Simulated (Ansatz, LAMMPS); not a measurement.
## Amorphous poly(vinyl chloride) (as short chains C26Cl12H42), from a frame at 400 K (160 atoms): geometry optimisation

Wanted: the relaxed structure of amorphous poly(vinyl chloride) (as short chains C26Cl12H42), from a frame at 400 K (160 atoms) and its electronic structure.

Calculated with Ansatz 0.2.0; Kohn-Sham DFT, PBE+D4, PAW (set soft_2), plane waves.

## 1. The starting structure

The cell holds 160 atoms: 52 C, 24 Cl and 84 H. Cell: a = 12.549 Å, b = 12.549 Å, c = 12.549 Å, α = 90.0°, β = 90.0°, γ = 90.0°. 2 poly(vinyl chloride) chains of 12 units with methyl end groups placed at random, at 1.31 g/cm³; overlaps pushed apart, then 20 ps at 800 K with MMFF94 bonds, angles, torsions, charges and radii (Halgren, J. Comput. Chem. 17, 490 (1996)) in harmonic and 12-6 forms. Snapshot after 30 ps at 400 K and fixed volume.

Limits known from the start: The network of contacts between molecules at the start is that of the classical potential that made the cell. The density was typed from a rule of thumb and may lie off the real one at this temperature. The Brillouin zone is sampled at Γ only, in a cell whose shortest periodic width is 13 Å.

## 2. The classical run that made the cell

A classical potential makes the cell, at a small fraction of what the same run would cost in DFT.

This step: classical MD, MMFF94 bonds, angles, torsions, charges and radii (Halgren, J. Comput. Chem. 17, 490 (1996)) in harmonic and 12-6 forms; charges of ions scaled by 0.8 (LAMMPS 22 Jul 2025 - Update 4).

Input file in.lmp:

```
# amorphous poly(vinyl chloride)
units real
atom_style full
boundary p p p
bond_style harmonic
angle_style harmonic
dihedral_style opls
improper_style harmonic
special_bonds lj 0 0 0.5 coul 0 0 0.75
read_data data.lmp
neigh_modify delay 0 every 1 check yes one 4000
comm_modify cutoff 12.0
timestep 0.5
thermo_style custom step time temp pe press density
thermo_modify norm yes
# push overlapping molecules apart
pair_style soft 2.6
pair_coeff * * 0.0
variable a equal ramp(1,60)
fix ad all adapt 1 pair soft a * * v_a
velocity all create 800 332047 mom yes dist gaussian
fix lim all nve/limit 0.03
fix lan all langevin 800 800 50 332048 zero yes
thermo 1000
run 3000 post no
unfix ad
pair_style lj/cut/coul/long 9.0
pair_modify mix arithmetic tail yes
pair_coeff 1 1 0.0678 3.3680   # C
pair_coeff 2 2 0.2763 3.4970   # Cl
pair_coeff 3 3 0.0216 2.5400   # H
kspace_style pppm 1.0e-4
thermo 100
minimize 1e-5 1e-3 300 3000
# [... 15 lines left out ...]
compute msd all msd com yes
thermo 7500
fix md all nvt temp 400 400 100
run 30000 post no
print "== T400: mean square displacement over the hold $(c_msd[4]:%.2f) A^2"
unfix md
uncompute msd
write_dump all custom T400.dump id type xs ys zs modify sort id
```

Started as:

```console
$ lmp -in in.lmp -log none -nocite
```

Numbers of over 12 decimals in the logs are rounded to 6 here.

The program printed:

```text
LAMMPS (22 Jul 2025 - Update 4)
Reading data file ...
  orthogonal box = (0 0 0) to (12.54858 12.54858 12.54858)
  160 atoms
  orthogonal box = (0 0 0) to (12.54858 12.54858 12.54858)
  158 bonds
  312 angles
  450 dihedrals
   Step          Time           Temp          PotEng         Press         Density
         0   0              800            0.54632693    -14131.461      1.3109984
      1000   500            665.28947      2.7003188      15178.981      1.3109984
      2000   1000           625.7325       2.5727263      12344.007      1.3109984
      3000   1500           616.66234      2.5754842      11865.169      1.3109984
Loop time of 0.616123 s on 1 MPI rank(s) for 3000 steps with 160 atoms
PPPM initialization ...
  G vector (1/distance) = 0.2569524
  grid = 5 5 5
  estimated relative force accuracy = 3.2190867e-05
   Step          Time           Temp          PotEng         Press         Density
      3000   1500           616.66234      3.1453014      48412.605      1.3109984
      3100   1550           616.66234     -0.79881237     7877.982       1.3109984
      3200   1600           616.66234     -0.88005192     8500.013       1.3109984
      3290   1645           616.66234     -0.88998906     7971.2521      1.3109984
Loop time of 0.697129 s on 1 MPI rank(s) for 290 steps with 160 atoms
Minimization stats:
[... 4 lines left out ...]
  Iterations, force evaluations = 290 612
   Step          Time           Temp          PotEng         Press         Density
         0   0              800           -0.88998906     9981.4194      1.3109984
      1000   500            580.24661      1.0045905     -4156.5849      1.3109984
      2000   1000           668.49418      0.95432454     12140.422      1.3109984
Loop time of 1.79931 s on 1 MPI rank(s) for 2000 steps with 160 atoms
   Step          Time           Temp          PotEng         Press         Density
      2000   1000           668.49418      0.95432454     12140.422      1.3109984
[... 5 lines left out ...]
WARNING: Bond/angle/dihedral extent > half of periodic box length
Loop time of 18.7249 s on 1 MPI rank(s) for 20000 steps with 160 atoms
WARNING: Bond/angle/dihedral extent > half of periodic box length
   Step          Time           Temp          PotEng         Press         Density
[... 4 lines left out ...]
Loop time of 18.3595 s on 1 MPI rank(s) for 20000 steps with 160 atoms
   Step          Time           Temp          PotEng         Press         Density
[... 2 lines left out ...]
     52500   51500          426.62534      0.090747347   -1430.5391      1.3109984
     60000   59000          400.30188      0.0067948752   8768.828       1.3109984
     67500   66500          379.09054      0.05093474     8100.7813      1.3109984
     72000   71000          414.26213      0.075669974    4450.397       1.3109984
Loop time of 26.5756 s on 1 MPI rank(s) for 30000 steps with 160 atoms
== T400: mean square displacement over the hold 1.50 A^2
```

It took 67 s on 1 thread of Intel Xeon Platinum 8259CL at 2.50GHz (Skylake/Cascade Lake), shared host; peak memory 0.12 GiB.

The input also reads data.lmp (atoms, bonds and types; not printed here).

## 3. Single point at the start

A single point comes first, to see the forces before anything moves.

Input file input.yaml:

```yaml
crystal:
  lattice:
    - [12.54858, 0.0, 0.0]
    - [0.0, 12.54858, 0.0]
    - [0.0, 0.0, 12.54858]
  atoms:
    - { symbol: C, position: [0.60071, 0.12707, 0.65046] }
    - { symbol: C, position: [0.54896, 0.15409, 0.54258] }
    - { symbol: C, position: [0.43995, 0.20686, 0.54522] }
    - { symbol: Cl, position: [0.43884, 0.31926, 0.62824] }
    - { symbol: C, position: [0.39312, 0.23379, 0.44004] }
    - { symbol: C, position: [0.27918, 0.27662, 0.44663] }
    - { symbol: Cl, position: [0.18959, 0.17467, 0.49669] }
    - { symbol: C, position: [0.24857, 0.31013, 0.33379] }
    - { symbol: C, position: [0.32171, 0.40188, 0.29104] }
    - { symbol: Cl, position: [0.34149, 0.5086, 0.38424] }
    - { symbol: C, position: [0.27664, 0.4582, 0.19306] }
    - { symbol: C, position: [0.25193, 0.39104, 0.09394] }
    - { symbol: Cl, position: [0.13282, 0.3131, 0.11598] }
    - { symbol: C, position: [0.34355, 0.31845, 0.07702] }
    - { symbol: C, position: [0.32236, 0.27011, 0.96622] }
    - { symbol: Cl, position: [0.34508, 0.37024, 0.87296] }
    - { symbol: C, position: [0.39569, 0.18023, 0.94158] }
    - { symbol: C, position: [0.39279, 0.08259, 0.01846] }
    - { symbol: Cl, position: [0.47748, 0.9804, 0.97076] }
    - { symbol: C, position: [0.27855, 0.04365, 0.02033] }
    - { symbol: C, position: [0.25232, 0.96355, 0.11451] }
    - { symbol: Cl, position: [0.27312, 0.03687, 0.23289] }
    - { symbol: C, position: [0.13807, 0.92566, 0.11368] }
    - { symbol: C, position: [0.06204, 0.94664, 0.20958] }
    - { symbol: Cl, position: [0.96261, 0.84986, 0.20381] }
    - { symbol: C, position: [0.01793, 0.06352, 0.20632] }
    - { symbol: C, position: [0.92036, 0.09058, 0.27296] }
    - { symbol: Cl, position: [0.93697, 0.21565, 0.3223] }
    - { symbol: C, position: [0.81552, 0.07891, 0.22333] }
    - { symbol: C, position: [0.78926, 0.151, 0.12821] }
    - { symbol: Cl, position: [0.70525, 0.24786, 0.17953] }
    - { symbol: C, position: [0.72585, 0.09009, 0.04426] }
    [... 122 atom lines left out ...]
    - { symbol: H, position: [0.80558, 0.40846, 0.81524] }
    - { symbol: H, position: [0.79672, 0.54282, 0.78301] }
    - { symbol: H, position: [0.59731, 0.41881, 0.74022] }
    - { symbol: H, position: [0.76523, 0.33822, 0.64684] }
    - { symbol: H, position: [0.78014, 0.45236, 0.57486] }
    - { symbol: H, position: [0.65396, 0.38408, 0.56443] }
kpoints:
  mp_grid: { grid: [1, 1, 1] }
hamiltonian:
  xc: pbe
  dispersion: d4
scf:
  occupations: { method: fixed }
output:
  forces: true
  stress: true
  populations: intrinsic
  dos:
    method: { smearing: { sigma: 0.15 } }
    de: 0.1
    projected: { site_lists: { C: [C], Cl: [Cl], H: [H] } }
  eigenvalues: true
```

Started as:

```console
$ ansatz run input.yaml --threads 4 --pin off --max-ram 8192MiB --backend cpu --events-out ev --progress --plain --runs-dir out
```

The program printed:

```text
Engine: ansatz 0.2.0, x86_64-unknown-linux-gnu
Pseudopotentials: kind: paw
Pseudopotential: C, paw, valence charge 4, recommended cutoff 420 eV (normal), C.paw.azcp
Pseudopotential: Cl, paw, valence charge 7, recommended cutoff 420 eV (normal), Cl.paw.azcp
Pseudopotential: H, paw, valence charge 1, recommended cutoff 420 eV (normal), H.paw.azcp
Functional definition: PBE
  parameter kappa = 0.804
  parameter beta = 0.066725
  exchange = pbe_x(kappa = kappa, mu = beta*pi^2/3)
  correlation = pbe_c(beta = beta)
Crystal: 160 atoms, lattice volume = 1975.985 Å³
Basis set: ecut = 420 eV, 38497 PW (Γ), exchange–correlation on 180×180×180 points (8 copies of the dense FFT grid, shifted against one another)
Bands: 390, of which v1, the nominal top of the filled ones, is band 230 counted from 1 (229 counted from 0)
Symmetry: 1 space group operations
Space group: P1 (ITA 1), of the structure as read, at distance tolerance 1.3e-4 Å
k-points: 1
Non-local potential: C, projectors of the file, l = 0: 2, l = 1: 2, l = 2: 1
Non-local potential: Cl, projectors of the file, l = 0: 2, l = 1: 2, l = 2: 2
Non-local potential: H, projectors of the file, l = 0: 2, l = 1: 1
PAW form: soft (Blöchl's): semilocal exchange-correlation on the pseudo side does not see the compensation charge
PAW one-centre angular grid: C, 110 points (default); XC on 64 Gauss nodes
PAW one-centre angular grid: Cl, 110 points (default); XC on 64 Gauss nodes
PAW one-centre angular grid: H, 110 points (default); XC on 64 Gauss nodes
Initial density: superposition of atomic densities (neutral atoms: chi_scale 0, normalization atom), corrected by the library's trained network
Initial wavefunctions: pseudopotential atomic-orbital guess
Functional: x = pbe(κ = 0.804, μ = 0.219515), c = pbe(β = 0.066725)
SCF iter   1: F=—  HF=-40321.327149 eV  |F-HF|=—  |Δ(HF+E_count)|=         —  Δρ=3.55e-3  dr2=4.68e-1  ethr=1.77e-3  ⟨swp⟩=5.0  Hψ=1352  notcnv=0  defer=157
preconditioner: auto → Resta (q_TF=auto, 2.140 Å⁻¹)  ε∞=2.5  [insulator: Δε(μ)=4.998 eV  Ē_g=14.716 eV  n_scr=340 (ndim 8)  ℏωp=17.9 eV  f_vac=0.224  ε∞_Penn≈2.5]
SCF iter   2: F=—  HF=-40321.225457 eV  |F-HF|=—  |Δ(HF+E_count)|=   1.02e-1  Δρ=1.63e-3  dr2=8.75e-2  ethr=1.02e-4  ⟨swp⟩=3.0  Hψ=686  notcnv=0  defer=157
SCF iter   3: F=—  HF=-40321.214201 eV  |F-HF|=—  |Δ(HF+E_count)|=   1.13e-2  Δρ=5.61e-4  dr2=1.41e-2  ethr=1.90e-5  ⟨swp⟩=3.0  Hψ=356  notcnv=0  defer=158
SCF iter   4: F=—  HF=-40321.212570 eV  |F-HF|=—  |Δ(HF+E_count)|=   1.63e-3  Δρ=1.98e-4  dr2=1.34e-3  ethr=3.07e-6  ⟨swp⟩=3.0  Hψ=411  notcnv=0  defer=158
SCF iter   5: F=—  HF=-40321.212519 eV  |F-HF|=—  |Δ(HF+E_count)|=   5.11e-5  Δρ=8.29e-5  dr2=1.74e-4  ethr=2.92e-7  ⟨swp⟩=2.0  Hψ=469  notcnv=0  defer=158
SCF iter   6: F=—  HF=-40321.212503 eV  |F-HF|=—  |Δ(HF+E_count)|=   1.62e-5  Δρ=2.43e-5  dr2=1.44e-5  ethr=3.79e-8  ⟨swp⟩=2.0  Hψ=467  notcnv=0  defer=158
SCF iter   7: F=—  HF=-40321.215059 eV  |F-HF|=—  |Δ(HF+E_count)|=   2.56e-3  Δρ=7.39e-6  dr2=1.37e-6  ethr=3.14e-9  ⟨swp⟩=2.0  Hψ=620  notcnv=0  defer=158
SCF iter   8: F=—  HF=-40321.215059 eV  |F-HF|=—  |Δ(HF+E_count)|=   9.95e-8  Δρ=2.29e-6  dr2=1.56e-7  ethr=2.98e-10  ⟨swp⟩=2.0  Hψ=439  notcnv=0  defer=158
SCF iter   9: F=-40321.215059 eV  HF=-40321.215059 eV  |F-HF|=2.16e-8  |Δ(HF+E_count)|=   5.64e-8  Δρ=8.46e-7  dr2=2.19e-8  ethr=2.17e-11  ⟨swp⟩=17.0  Hψ=2715  notcnv=0
SCF 1 converged in 9 iterations: F = -40321.215059 eV  dr2 = 2.19e-8
  greatest PAW one-centre occupation: 0.910 electrons in one spin orbital (limit 2), on the Cl atom at site 95 (counted from 0), in its partial waves of l = 0
SCF converged after 9 iterations
Free energy (F): -40321.215059 eV
Harris-Foulkes:  -40321.215059 eV  (|F-HF|=2.16e-8)
Internal energy: -40321.215059 eV  (E = F + TS)
E sigma→0 (E₀):  -40321.215059 eV
Fermi energy:    -0.409910 eV
--- Per-component energies (eV) ---
  E_band       = -2971.983065
  E_kinetic    = 9811.458922
  E_local      = -29064.563168  (includes V_loc(G=0)·N_el)
  E_nonlocal   = 2237.318045
  E_hartree    = 10699.163791
  E_xc         = -5843.140245
  E_vxc        = -7020.148698  (∫ρ·V_xc dr)
  E_paw        = -21033.724597  (= ΣΔE_a)
  E_vpaw       = -334.260654  (= ΣTr[D̂ρ^β])
  E_aug_tail   = -0.113834  (compensation charges beyond the density's cutoff)
  E_ewald      = -7117.075156
  E_disp       = -10.538817  (pairwise vdW)
  E_smearing   = -0.000000  (= −TS)
  E_closure    = -0.000000  (closes the sum)
  Σ components = -40321.215059   (vs F -40321.215059, Δ=0.00e0)
--- Forces (eV/Å), atoms counted from 1 ---
  atom   1  C     -2.92692223    -1.28475478     0.33148351
  atom   2  C      0.13397421    -0.78503059    -0.25316952
  atom   3  C      0.65649931    -0.81875935     0.43568951
  atom   4  Cl     0.41735260     1.38494990     0.72002503
  atom   5  C     -1.65992517    -1.22176919     1.77714029
  atom   6  C      0.61332095     1.31669740    -0.58944293
  atom   7  Cl     0.30992685     0.52816480    -0.01509506
  atom   8  C      0.52252085     1.04204118     0.22738400
  atom   9  C     -0.33976922    -0.25231267    -0.71200516
  atom  10  Cl     0.04667108     0.20606527     0.55013764
  atom  11  C     -0.71712290    -1.42937437     0.00669736
  atom  12  C      0.26957885    -0.09752048     3.31239611
  atom  13  Cl    -0.60653386    -0.05975897    -0.34210872
  atom  14  C     -0.15685582    -0.25793615    -1.24788247
[...]
atom 159  H     -0.41981098     0.40822914     0.27314170
  atom 160  H      0.40911938    -0.01222176     0.11194051
  max |Σ_I F_I| component: 8.61e-5 eV/Å
--- Stress (GPa, compression-positive) ---
        2.111723       0.334802       0.082893
        0.334802       3.069246       0.616342
        0.082892       0.616343       2.721854
  P = ⅓ Tr σ = 2.6343 GPa (26.343 kbar)
--- Band table (eV) ---
  k-point 0: bands = ["-17.0690", "-16.9835", "-16.9341", "-16.8539", [... 374 levels ...], "10.6432", "10.6979", "10.7442", "10.7698", "10.8094", "10.8288", "10.8670", "10.8994", "10.9193", "10.9463", "10.9691", "11.0279"]
--- intrinsic populations: 160 sites ---
  site symbol       q [e]
     0      C      4.4975
     1      C      4.3267
     2      C      4.1204
[...]
159      H      0.8140
  spilling = 0.000000 (of n_electrons = 460.000000)
```

Elapsed: 25 s, on 4 threads of Intel Xeon Platinum 8259CL at 2.50GHz (Skylake/Cascade Lake), shared host; peak memory 2.5 GiB; 92 s of CPU time.

The run gave:

```
free energy                                      : -40321.2151 eV
free energy per atom                             : -252.0076 eV/atom
SCF cycles                                       : 9
pressure                                         : 2.634 GPa
r.m.s. force component                           : 1.008 eV/Å
longest force                                    : 5.25 eV/Å
Fermi energy                                     : -0.4099 eV
gap (highest filled to lowest empty level) : 4.792 eV
```

The r.m.s. force component of 1.0 eV/Å and the pressure of 2.6 GPa set the starting point.

Length of the force by element:

| element | coordination | atoms | mean length of the force (eV/Å) | spread | least | most |
| --- | --- | --- | --- | --- | --- | --- |
| C | all | 52 | 2.12 | 1.00 | 0.240 | 5.25 |
| Cl | all | 24 | 1.17 | 0.771 | 0.209 | 3.04 |
| H | all | 84 | 1.16 | 0.705 | 0.222 | 4.13 |

(Continued in part 2 of 3.)

[Logs are printed without paths, hosts, clocks, repeated set-up lines and the standing remarks that a program may print on its own settings, such as how far it seeks lower states.]

[Hosts, paths, dates, database ids (printed as entryN), source tags and the programs' standing remarks are cut or masked in the printed files.]

[The MMFF94 radii named for the starting cell were scaled by 0.96; in molecules described by MMFF94, hydrogen bound to N, O or S took a small fixed 12-6 site in their place.]
